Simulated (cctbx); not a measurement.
# TeIr3S8 across an absorption edge

Space group R-3m (no. 166), a = 7.0950 Å, b = 7.0950 Å, c = 16.8410 Å, α = 90.00°, β = 90.00°, γ = 120.00°.

```
atom  mult.       x       y       z  Ueq (Å²)
 Ir1      9     1/6     1/3     1/3    0.0034
 Te1      3       0       0       0    0.0037
  S1     18  0.1703  0.3406  0.0711    0.0052
  S2      6     1/3     2/3  0.3953    0.0058
```

The model is made up (kin elements in a known structure type, no relaxation), so it says nothing on whether the phase exists.

Calculated with cctbx: free-atom f′ and f″ from the Sasaki tables, no fine structure; amplitudes in electrons.

| E (eV) | F 1 1 0 | F 1 0 4 | F 1 0 1 | F 0 1 2 |
| --- | --- | --- | --- | --- |
| 10615 | 46.7 | 55.6 | 61.0 | 47.1 |
| 10965 | 41.5 | 50.4 | 55.8 | 41.9 |
| 11095 | 37.2 | 46.2 | 51.6 | 37.6 |
| 11155 | 33.2 | 42.1 | 47.5 | 33.6 |
| 11185 | 29.1 | 38.1 | 43.5 | 29.5 |
| 11200 | 25.2 | 34.2 | 39.5 | 25.5 |
| 11207 | 21.7 | 30.7 | 36.0 | 22.0 |
| 11211 | 18.1 | 27.1 | 32.4 | 18.5 |
| 11219 | 24.9 | 31.3 | 35.6 | 25.1 |
| 11223 | 28.2 | 35.4 | 39.9 | 28.5 |
| 11230 | 31.4 | 38.9 | 43.6 | 31.7 |
| 11245 | 34.9 | 42.7 | 47.6 | 35.2 |
| 11275 | 38.5 | 46.5 | 51.5 | 38.9 |
| 11365 | 43.2 | 51.4 | 56.5 | 43.5 |
| 11615 | 48.3 | 56.7 | 61.9 | 48.7 |

**Question.** Which edge is crossed, and why do the reflections move as they do?

The L3 edge of Ir. The edge is at 11215 eV. f′ of Ir falls from -12.1 e at 11095 eV to -18.5 e at 4 eV below it, and f″ steps from 3.86 to 10.19 e across it. Over that approach |F| changes by -51 % (1 1 0), -41 % (1 0 4), -37 % (1 0 1) and -51 % (0 1 2): a reflection falls where Ir scatters in phase with the total and rises where it scatters against it; it hardly moves where the Ir term is small or cancels by symmetry. Above the edge the larger f″ enters the imaginary part, where it can add to or cancel the other atoms' f″. The structure is centrosymmetric, so Friedel mates stay equal.

[Logs are printed without paths, hosts, clocks, repeated set-up lines and the standing remarks that a program may print on its own settings, such as how far it seeks lower states.]
